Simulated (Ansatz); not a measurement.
# KI (Fm-3m): how G0W0 depends on its starting point

Aim: G0W0 for KI (Fm-3m) on several starting functionals, at one mesh, band count and screening cutoff.

Calculated with Ansatz 0.2.0; G0W0 on several functionals, plane waves, PAW.

In doubt: masses and optical values from hybrid runs of this build are listed as unsure (step 4), which bears on the screening that GW takes from such a start.

### Step 1. Set-up

It takes space group Fm-3m (No. 225, cubic). The conventional cell has a = 7.066 Å, b = 7.066 Å, c = 7.066 Å, α = 90.00°, β = 90.00°, γ = 90.00°. K has 6 I at 3.53 Å nearest. Nearest to I lie 6 K at 3.53 Å. Farther neighbours and most contacts between anions are not listed.

The cell and positions come from the Crystallography Open Database and are kept as given unless a step says otherwise. Spin-orbit coupling is left out unless a step names it. The default PAW set here is soft_2. Its files were made with PBE.

### Step 2. G0W0 on LDA

G0W0 replaces the xc potential by the self-energy, built once from these orbitals. Only a window of levels is corrected, while the sums run over the empty bands that the input names.

This step: G0W0 on LDA, plane waves, PAW.

Contents of input.yaml:

```yaml
crystal:
  lattice:
    - [0.0, 3.532775, 3.532775]
    - [3.532775, 0.0, 3.532775]
    - [3.532775, 3.532775, 0.0]
  atoms:
    - { symbol: K, position: [0.0, 0.0, 0.0] }
    - { symbol: I, position: [0.5, 0.5, 0.5] }
kpoints:
  mp_grid: { grid: [4, 4, 4] }
hamiltonian:
  xc: lda
scf:
  occupations: { method: fixed }
gw:
  n_empty_bands: 263
  ecut_chi: 120
  qp_bands: [v2, c2]
  qp_kpoints: band_edges
  screening: { model: contour_deformation }
```

On the command line:

```
ansatz run input.yaml --threads 3 --pin off --max-ram 92160MiB --backend cuda --events-out ev --progress --plain --runs-dir out --devices 1 --max-vram 13GiB
```

Numbers of over 12 decimals in the logs are rounded to 6 here.

Log:

```text
GPUs: using 1 of 1 available (devices: 1).
Engine: ansatz 0.2.0, x86_64-unknown-linux-gnu
Pseudopotentials: kind: paw
Pseudopotential: K, paw, valence charge 9, recommended cutoff 420 eV (normal), K.paw.azcp
Pseudopotential: I, paw, valence charge 17, recommended cutoff 420 eV (normal), I.paw.azcp
Functional definition: SPW92
  exchange = slater_x
  correlation = pw_c
device memory: the entry about to start is reckoned to put 1.1 GiB on a device that reports 33.6 GiB free (of which the cap on the GPU budget leaves the run 13.0 GiB)
GPU FFT provider: cuFFT
GPU libraries: cuBLAS 13.8.2, cuFFT 12.4.0, cuSOLVER 12.3.4
Crystal: 2 atoms, lattice volume = 88.182 Å³
Basis set: ecut = 420 eV, 1759 PW (Γ)
Bands: 17, of which v1, the nominal top of the filled ones, is band 13 counted from 1 (12 counted from 0)
Symmetry: 48 space group operations
Space group: Fm-3m (ITA 225), of the structure as read, at distance tolerance 4.5e-5 Å
k-points: 8 of 64
Non-local potential: K, projectors of the file, l = 0: 3, l = 1: 2, l = 2: 2
Non-local potential: I, projectors of the file, l = 0: 2, l = 1: 2, l = 2: 2, l = 3: 2
PAW form: soft (Blöchl's): semilocal exchange-correlation on the pseudo side does not see the compensation charge
PAW frozen core: K, regenerated for the run's functional, and the local potential with it (the file was generated under x = pbe(κ = 0.804, μ = 0.219515), c = pbe(β = 0.066725))
PAW frozen core: I, regenerated for the run's functional, and the local potential with it (the file was generated under x = pbe(κ = 0.804, μ = 0.219515), c = pbe(β = 0.066725))
PAW one-centre angular grid: K, 110 points (default); XC on 64 Gauss nodes
PAW one-centre angular grid: I, 590 points (default); XC on 64 Gauss nodes
Initial density: superposition of atomic densities (neutral atoms: chi_scale 0, normalization atom), corrected by the library's trained network
Initial wavefunctions: pseudopotential atomic-orbital guess
GPU buffer pool allocated for 46656 grid points (all kernels)
GPU transforms: local potential and band sums: pruned to the plane-wave sphere, on 36×36×36
Functional: x = slater, c = lda
SCF iter   1: F=—  HF=-8855.058156 eV  |F-HF|=—  |Δ(HF+E_count)|=         —  Δρ=4.31e-3  dr2=7.37e-3  ethr=1.77e-3  ⟨swp⟩=5.1  Hψ=620  notcnv=0  defer=13
preconditioner: auto → none  [insulator: Δε(μ)=3.589 eV  Ē_g=13.460 eV  n_scr=14 (ndim 8)  ℏωp=14.8 eV  f_vac=0.139  ε∞_Penn≈2.2]
SCF iter   2: F=—  HF=-8855.055423 eV  |F-HF|=—  |Δ(HF+E_count)|=   2.73e-3  Δρ=2.15e-3  dr2=1.71e-3  ethr=2.84e-5  ⟨swp⟩=2.4  Hψ=285  notcnv=0  defer=14
SCF iter   3: F=—  HF=-8855.055361 eV  |F-HF|=—  |Δ(HF+E_count)|=   6.15e-5  Δρ=6.01e-4  dr2=5.65e-4  ethr=6.56e-6  ⟨swp⟩=2.8  Hψ=268  notcnv=0  defer=14
SCF iter   4: F=—  HF=-8855.055096 eV  |F-HF|=—  |Δ(HF+E_count)|=   2.65e-4  Δρ=1.23e-4  dr2=1.70e-5  ethr=2.17e-6  ⟨swp⟩=3.0  Hψ=258  notcnv=0  defer=14
SCF iter   5: F=—  HF=-8855.055087 eV  |F-HF|=—  |Δ(HF+E_count)|=   8.96e-6  Δρ=2.00e-5  dr2=4.30e-7  ethr=6.55e-8  ⟨swp⟩=2.0  Hψ=240  notcnv=0  defer=13
SCF iter   6: F=-8855.055087 eV  HF=-8855.055087 eV  |F-HF|=6.80e-9  |Δ(HF+E_count)|=   1.85e-7  Δρ=3.96e-6  dr2=8.81e-9  ethr=3.85e-10  ⟨swp⟩=7.5  Hψ=644  notcnv=0
SCF 1 converged in 6 iterations: F = -8855.055087 eV  dr2 = 8.81e-9
  greatest PAW one-centre occupation: 1.000 electrons in one spin orbital (limit 2), on the I atom at site 1 (counted from 0), in its partial waves of l = 2
device memory: the entry about to start is reckoned to put 1.6 GiB on a device that reports 33.6 GiB free (of which the cap on the GPU budget leaves the run 13.0 GiB)
NSCF: frozen V_eff on 8 k-points
the band table was solved once the SCF had ended and its energy, with any forces and stress, was formed, with the checks that follow a solve (807 applications of the Hamiltonian). They found nothing against the state; the energy, forces and stress were not computed again (output.eigenvalues in the input reference)
device memory: the entry about to start is reckoned to put 4.0 GiB on a device that reports 33.6 GiB free (of which the cap on the GPU budget leaves the run 13.0 GiB)
NSCF: frozen V_eff on 8 k-points
G₀W₀ screening: q 1/8
[... further progress lines ...]
device memory: the entry about to start is reckoned to put 0.4 GiB on a device that reports 37.5 GiB free (of which the cap on the GPU budget leaves the run 13.0 GiB)
NSCF: frozen V_eff on 1 k-points
SCF converged after 6 iterations
Free energy (F): -8855.055087 eV
Harris-Foulkes:  -8855.055087 eV  (|F-HF|=6.80e-9)
Internal energy: -8855.055087 eV  (E = F + TS)
E sigma→0 (E₀):  -8855.055087 eV
Fermi energy:    1.999737 eV
--- Per-component energies (eV) ---
  E_band       = -527.481021
  E_kinetic    = 443.126639
  E_local      = -2837.770370  (includes V_loc(G=0)·N_el)
  E_nonlocal   = -69.792688
  E_hartree    = 1340.209055
  E_xc         = -260.082889
  E_vxc        = -291.967386  (∫ρ·V_xc dr)
  E_paw        = -5403.351249  (= ΣΔE_a)
  E_vpaw       = -451.491534  (= ΣTr[D̂ρ^β])
  E_aug_tail   = 0.000059  (compensation charges beyond the density's cutoff)
  E_ewald      = -2068.432357
  E_core_change = 1.038715  (= ΣΔE_core)
  E_smearing   = -0.000000  (= −TS)
  E_closure    = -0.000000  (closes the sum)
  Σ components = -8855.055087   (vs F -8855.055087, Δ=0.00e0)
--- Band table (eV; the first three rows and the last of 8) ---
  k-point 0: bands = [... 9 lower, -8.6159, 1.9997, 1.9997, 1.9997, 5.6049, 8.3004, 8.3004, 8.3004]
  k-point 1: bands = [... 9 lower, -8.4586, 1.1936, 1.8150, 1.8150, 6.7450, 8.3421, 8.9143, 8.9143]
  k-point 2: bands = [... 9 lower, -8.3140, 0.6162, 1.6482, 1.6482, 7.2494, 9.4415, 9.9806, 9.9806]
  k-point 7: bands = [... 9 lower, -8.4050, 1.2421, 1.2421, 1.3710, 8.2401, 8.2401, 8.3955, 9.9118]
--- G₀W₀: contour deformation, 6 samples at zero and on the imaginary axis and 2 off it, 64 q-points, 263 empty bands' worth ---
  eigenvalues of the whole cell's RPA ε∞ on this k-mesh (on a slab, of 1 + 4πα/V) = 2.7838, 2.7838, 2.7838; static W/v taken at q = 0 is 0.359220
  gw.qp_kpoints: band_edges: 8 of 8 stored k-points solved, in 1 pass; an edge of the gap read off the rows below is read off those points alone
    ik  band        ε_KS         Σx   Σc(E_QP)       V_xc       Z   E_QP_lin       E_QP  E_QP is
     0    12      1.9997   -17.3420     1.4934   -14.4705  0.7934     0.5919     0.6217  root
     0    13      1.9997   -17.3420     1.4934   -14.4705  0.7934     0.5919     0.6217  root
     0    14      5.6049    -4.4166    -3.1693    -8.4856  0.8407     6.5135     6.5046  root
     0    15      8.3004    -3.8111    -3.4822    -8.5707  0.8285     9.6013     9.5778  root
     1    12      1.8150   -17.0209     1.5297   -14.1058  0.7919     0.3983     0.4295  root
     1    13      1.8150   -17.0209     1.5297   -14.1058  0.7919     0.3983     0.4295  root
     1    14      6.7450    -4.7636    -3.2422    -8.9223  0.8338     7.6716     7.6614  root
     1    15      8.3421    -4.3120    -3.4751    -8.8953  0.8231     9.4691     9.4503  root
     2    12      1.6482   -16.7798     1.5723   -13.8116  0.7902     0.2193     0.2522  root
     2    13      1.6482   -16.7798     1.5723   -13.8116  0.7902     0.2193     0.2522  root
     2    14      7.2494    -3.7476    -3.1507    -7.7347  0.8341     8.0946     8.0858  root
     2    15      9.4415    -5.2531    -3.8875   -10.4069  0.8042    10.7418    10.7077  root
     3    12      1.7862   -17.0557     1.5508   -14.1044  0.7918     0.3536     0.3857  root
     3    13      1.7862   -17.0557     1.5508   -14.1044  0.7918     0.3536     0.3857  root
     3    14      6.9790    -5.0541    -3.3477    -9.4068  0.8320     7.9967     7.9840  root
     3    15      7.2979    -3.2832    -3.2437    -7.5775  0.8340     8.3628     8.3485  root
     4    12      1.4333   -16.5141     1.6361   -13.4529  0.7890    -0.0276     0.0082  root
     4    13      1.6338   -16.8564     1.5920   -13.8540  0.7902     0.1897     0.2234  root
     4    14      7.4217    -3.6688    -3.2471    -7.9044  0.8324     8.4230     8.4102  root
     4    15      8.4427    -5.0179    -3.5535    -9.6597  0.8216     9.5491     9.5309  root
     5    12      1.4770   -16.5628     1.6252   -13.5124  0.7898     0.0165     0.0518  root
     5    13      1.6589   -16.8120     1.5707   -13.8451  0.7903     0.2298     0.2627  root
     5    14      7.8740    -4.8459    -3.4069    -9.2357  0.8257     8.8707     8.8569  root
     5    15      8.3011    -4.1273    -3.4065    -8.5733  0.8236     9.3569     9.3405  root
     6    12      1.6207   -16.9358     1.6123   -13.8986  0.7902     0.1613     0.1958  root
     6    13      1.6207   -16.9358     1.6123   -13.8986  0.7902     0.1613     0.1958  root
     6    14      6.6999    -3.1969    -3.1155    -7.2901  0.8372     7.6892     7.6776  root
     6    15      7.4839    -4.2750    -3.3729    -8.6833  0.8339     8.5325     8.5193  root
     7    12      1.2421   -16.3508     1.7074   -13.1898  0.7875    -0.2499    -0.2116  root
     7    13      1.3710   -16.3755     1.6331   -13.3213  0.7881    -0.0862    -0.0500  root
     7    14      8.2401    -4.0973    -3.4182    -8.5847  0.8241     9.3267     9.3094  root
     7    15      8.2401    -4.0973    -3.4182    -8.5847  0.8241     9.3267     9.3094  root
```

It took 10 s on 1 × NVIDIA H100 80GB HBM3 (shared by 6 runs) with 3 threads of AMD EPYC 7R13 (Zen 3), shared host; peak memory 1.2 GiB; 13 s of CPU time.

Reading the cycles: dr2 is the Hartree energy of the density residual (eV), the measure of convergence; HF is the Harris–Foulkes estimate of the energy, which meets the free energy F at convergence.

This step gave:

| Quantity | Value |
| --- | --- |
| bands summed | 276 |
| RPA ε∞ on this mesh (eigenvalues) | 2.784, 2.784, 2.784 |
| plane waves in the screening matrix | 259 |
| q-points in the mesh | 64 |
| G0W0 gap on the mesh | 5.883 eV |
| k of the valence top | 0, 0, 0 |
| k of the conduction bottom | 0, 0, 0 |
| starting gap on the mesh | 3.605 eV |
| Z at the valence top | 0.7934 |
| Z at the conduction bottom | 0.8407 |
| least direct G0W0 gap on the computed points | 5.883 eV |

The gap on the mesh goes from 3.61 eV to 5.88 eV, a correction of +2.28 eV. Between the two edge states, bare exchange in place of the xc potential would open the gap by 6.94 eV, and correlation takes back 4.66 eV.

### Step 3. G0W0 on PBE

The same correction from a different start measures what one shot leaves open.

This step: G0W0 on PBE, plane waves, PAW.

input.yaml: that of step 2 with these lines changed.

```diff
@@ -11,3 +11,3 @@
 hamiltonian:
-  xc: lda
+  xc: pbe
 scf:
```

Log:

```text
GPUs: using 1 of 1 available (devices: 1).
[...]
GPU FFT provider: cuFFT
GPU libraries: cuBLAS 13.8.2, cuFFT 12.4.0, cuSOLVER 12.3.4
Crystal: 2 atoms, lattice volume = 88.182 Å³
Basis set: ecut = 420 eV, 1759 PW (Γ)
Bands: 17, of which v1, the nominal top of the filled ones, is band 13 counted from 1 (12 counted from 0)
[... 1 set-up line as in the run before ...]
[...]
k-points: 8 of 64
[...]
GPU buffer pool allocated for 46656 grid points (all kernels)
[...]
SCF iter   1: F=—  HF=-9053.689555 eV  |F-HF|=—  |Δ(HF+E_count)|=         —  Δρ=2.60e-4  dr2=7.32e-5  ethr=1.77e-3  ⟨swp⟩=5.4  Hψ=632  notcnv=0  defer=13
[...]
SCF iter   6: F=-9053.689078 eV  HF=-9053.689078 eV  |F-HF|=3.74e-8  |Δ(HF+E_count)|=   2.62e-8  Δρ=4.21e-6  dr2=3.32e-8  ethr=3.37e-10  ⟨swp⟩=5.9  Hψ=727  notcnv=0
SCF 1 converged in 6 iterations: F = -9053.689078 eV  dr2 = 3.32e-8
[...]
NSCF: frozen V_eff on 8 k-points
[...]
G₀W₀ screening: q 1/8
[... further progress lines ...]
[...]
SCF converged after 6 iterations
Free energy (F): -9053.689078 eV
[...]
Internal energy: -9053.689078 eV  (E = F + TS)
E sigma→0 (E₀):  -9053.689078 eV
Fermi energy:    2.267639 eV
[...]
--- Band table (eV; the first three rows and the last of 8) ---
  k-point 0: bands = [... 9 lower, -8.2339, 2.2676, 2.2676, 2.2676, 6.2342, 8.7740, 8.7740, 8.7740]
  k-point 1: bands = [... 9 lower, -8.0914, 1.5091, 2.0914, 2.0914, 7.3291, 8.8465, 9.3824, 9.3824]
  k-point 2: bands = [... 9 lower, -7.9566, 0.9497, 1.9315, 1.9315, 7.7954, 9.9767, 10.4316, 10.4316]
  k-point 7: bands = [... 9 lower, -8.0325, 1.5417, 1.5417, 1.6690, 8.7387, 8.7387, 8.9137, 10.4549]
[...]
0    12      2.2676   -17.3234     1.5006   -14.1827  0.8004     0.5878     0.6276  root
     0    13      2.2676   -17.3234     1.5006   -14.1827  0.8004     0.5878     0.6276  root
     0    14      6.2342    -4.3249    -3.0600    -7.8581  0.8466     6.7096     6.7075  root
     0    15      8.7740    -3.8696    -3.3367    -8.2146  0.8350     9.7950     9.7822  root
     1    12      2.0914   -17.0243     1.5375   -13.8331  0.7991     0.3958     0.4377  root
     1    13      2.0914   -17.0243     1.5375   -13.8331  0.7991     0.3958     0.4377  root
     1    14      7.3291    -4.6032    -3.1221    -8.2563  0.8403     7.8632     7.8602  root
     1    15      8.8465    -4.3116    -3.3333    -8.4588  0.8302     9.6692     9.6604  root
[...]
7    12      1.5417   -16.3903     1.7134   -12.9402  0.7953    -0.2472    -0.1950  root
     7    13      1.6690   -16.4223     1.6422   -13.0755  0.7958    -0.0845    -0.0356  root
     7    14      8.7387    -4.0658    -3.2729    -8.1132  0.8313     9.5210     9.5132  root
     7    15      8.7387    -4.0658    -3.2729    -8.1132  0.8313     9.5210     9.5132  root
```

Elapsed: 9.9 s, on 1 × NVIDIA H100 80GB HBM3 (shared by 6 runs) with 3 threads; peak memory 1.2 GiB; 14 s of CPU time.

Numbers from this step:

- bands summed: 276
- RPA ε∞ on this mesh (eigenvalues): 2.640, 2.640, 2.640
- plane waves in the screening matrix: 259
- q-points in the mesh: 64
- G0W0 gap on the mesh: 6.080 eV
- k of the valence top: 0, 0, 0
- k of the conduction bottom: 0, 0, 0
- starting gap on the mesh: 3.967 eV
- Z at the valence top: 0.8004
- Z at the conduction bottom: 0.8466
- least direct G0W0 gap on the computed points: 6.080 eV

Against the run with 4×4×4 mesh, 263 empty bands, screening to 120 eV on LDA, the gap moves by +0.20 eV, while the start moved by +0.36 eV.

### Step 4. G0W0 on HSE06

This step: G0W0 on HSE06, plane waves, PAW.

input.yaml: that of step 3 with these lines changed.

```diff
@@ -11,3 +11,3 @@
 hamiltonian:
-  xc: pbe
+  xc: hse06
 scf:
```

Log:

```text
GPUs: using 1 of 1 available (devices: 1).
[...]
davidson cushion auto → on  (no smearing: the cushion is to keep the highest requested band from converging to the state above it; pin scf.eigensolver.cushion to override)
[...]
GPU FFT provider: cuFFT
GPU libraries: cuBLAS 13.8.2, cuFFT 12.4.0, cuSOLVER 12.3.4
Crystal: 2 atoms, lattice volume = 88.182 Å³
Basis set: ecut = 420 eV, 1759 PW (Γ)
[...]
1    14      7.6203    -4.3764    -2.9511    -7.7651  0.8612     8.0594     8.0579  root
     1    15      9.2174    -4.0187    -3.0775    -7.6993  0.8532     9.8239     9.8204  root
[...]
7    12      0.7747   -16.4573     1.4055   -13.7784  0.8227    -0.5175    -0.4987  root
     7    13      0.9221   -16.4918     1.3469   -13.8909  0.8232    -0.3496    -0.3318  root
     7    14      9.0858    -3.8019    -3.0201    -7.4036  0.8542     9.6706     9.6674  root
     7    15      9.0858    -3.8019    -3.0201    -7.4036  0.8542     9.6706     9.6674  root
[key lines of the parts left out:]
Free energy (F): -9059.425834 eV
Fermi energy:    1.550692 eV
```

Wall time 27 s (1 × NVIDIA H100 80GB HBM3 (shared by 6 runs) with 3 threads); peak memory 1.3 GiB; 28 s of CPU time.

This step gave:

```
bands summed                                 : 276
RPA ε∞ on this mesh (eigenvalues)            : 2.375, 2.375, 2.375
plane waves in the screening matrix          : 259
G0W0 gap on the mesh                         : 6.557 eV
k of the valence top                         : 0, 0, 0
k of the conduction bottom                   : 0, 0, 0
starting gap on the mesh                     : 4.966 eV
least direct G0W0 gap on the computed points : 6.557 eV
```

Against the run with 4×4×4 mesh, 263 empty bands, screening to 120 eV on PBE, the gap moves by +0.48 eV, while the start moved by +1.00 eV.

### Step 5. Side by side

All on the 4×4×4 mesh with 263 empty bands and screening to 120 eV. Times are wall times on 1 × NVIDIA H100 80GB HBM3 (shared by 6 runs) with 3 threads of AMD EPYC 7R13 (Zen 3), shared host, good to a factor of about two.

```tsv
start	starting gap (eV)	shift (eV)	G0W0 gap (eV)	RPA ε∞ (harmonic mean)	Z (valence, conduction)	time
LDA	3.61	+2.28	5.88	2.78	0.79, 0.84	10 s
PBE	3.97	+2.11	6.08	2.64	0.80, 0.85	9.9 s
HSE06	4.97	+1.59	6.56	2.38	0.83, 0.87	27 s
```

The parts of the quasiparticle energy at the two band edges (eV; QP = start + Σx + Σc − Vxc):

```tsv
run	edge	start	Σx	Σc	Vxc	Z	QP
LDA	valence top	2.00	-17.34	1.49	-14.47	0.79	0.62
LDA	conduction bottom	5.60	-4.42	-3.17	-8.49	0.84	6.50
PBE	valence top	2.27	-17.32	1.50	-14.18	0.80	0.63
PBE	conduction bottom	6.23	-4.32	-3.06	-7.86	0.85	6.71
HSE06	valence top	1.55	-17.33	1.23	-14.89	0.83	0.35
HSE06	conduction bottom	6.52	-4.19	-2.91	-7.49	0.87	6.91
```

For a hybrid start, Vxc holds its share of exact exchange.

### Step 6. Summary of results

```json
{"G0W0@LDA": "5.88 eV (start 3.61 eV)", "G0W0@PBE": "6.08 eV (start 3.97 eV)", "G0W0@HSE06": "6.56 eV (start 4.97 eV)", "known limits": "not at the basis limit; no spin-orbit coupling"}
```

**Reading.** The starting gaps span 1.36 eV and the G0W0 gaps 0.67 eV. Between LDA and HSE06, 0.67 eV of the 1.36 eV survives, 50 %. HSE06 screens less than LDA (ε∞ 2.38 against 2.78). Of the 0.67 eV by which its G0W0 gap is higher, the correlation part gives +0.52 eV, and exchange with the one-particle terms, which follow the orbitals, +0.16 eV. The smallest correction, +1.59 eV, is on HSE06, the start nearest to reproducing itself. Bands and cutoff are finite, so the gap is not at the basis limit. The miss can reach some tenths of an eV and take either sign; the mesh is an error of its own. The many-body steps are scalar-relativistic: spin-orbit coupling is not in them.

[Paths, hosts, dates, memory and timing lines, banners, echoed tables and standing remarks are left out of the program output.]

[Logs are printed without paths, hosts, clocks, repeated set-up lines and the standing remarks that a program may print on its own settings, such as how far it seeks lower states.]

[Runs of the session that timed out or met a known fault of the program may be left out.]

[Cells called generated may have been cut or substituted from an entry of the Crystallography Open Database or the Materials Project.]

[Hosts, paths, dates, database ids (printed as entryN), source tags and the programs' standing remarks are cut or masked in the printed files.]
